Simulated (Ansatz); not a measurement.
Rows from a G0W0 calculation on SnSe2 (layered bulk) (P-3m1) (Ansatz 0.2.0; G0W0 on PBEsol, plane waves, PAW; PAW set soft_1; 6×6×4 mesh, 299 empty bands, screening to 150 eV, PAW set soft_1 files), in eV. Spin-orbit coupling is left out.

```csv
row,k,band,start,Σx,Σc at the solution,Vxc
A,"(0.333, 0.333, 0.000)",v1,6.678,-16.645,2.489,-13.761
B,"(0.333, 0.333, 0.000)",c1,9.511,-10.662,-3.151,-13.856
C,"(0.000, 0.167, 0.000)",v1,9.140,-17.587,1.316,-15.855
D,"(0.000, 0.167, 0.000)",c1,11.175,-12.517,-3.728,-16.359
E,"(0.000, 0.167, 0.000)",c2,12.563,-8.543,-4.372,-13.076
F,"(0.333, 0.333, 0.000)",c2,15.497,-9.829,-5.362,-15.360
```

**Question.** Work out each quasiparticle level and how far it moved.

The quasiparticle equation reads E = start + Σx + Σc(E) − Vxc.

```csv
row,E (eV),shift (eV)
A,6.282,−0.396
B,9.554,+0.043
C,8.724,−0.416
D,11.290,+0.114
E,12.725,+0.162
F,15.666,+0.169
```

The gap over the computed points goes from 0.37 eV to 0.83 eV.

Limits: not at the basis limit; no spin-orbit coupling; coarse k mesh.

[Paths, hosts, dates, memory and timing lines, banners, echoed tables and standing remarks are left out of the program output.]

[Logs are printed without paths, hosts, clocks, repeated set-up lines and the standing remarks that a program may print on its own settings, such as how far it seeks lower states.]

[Runs of the session that timed out or met a known fault of the program may be left out.]

[Cells called generated may have been cut or substituted from an entry of the Crystallography Open Database or the Materials Project.]

[Hosts, paths, dates, database ids (printed as entryN), source tags and the programs' standing remarks are cut or masked in the printed files.]
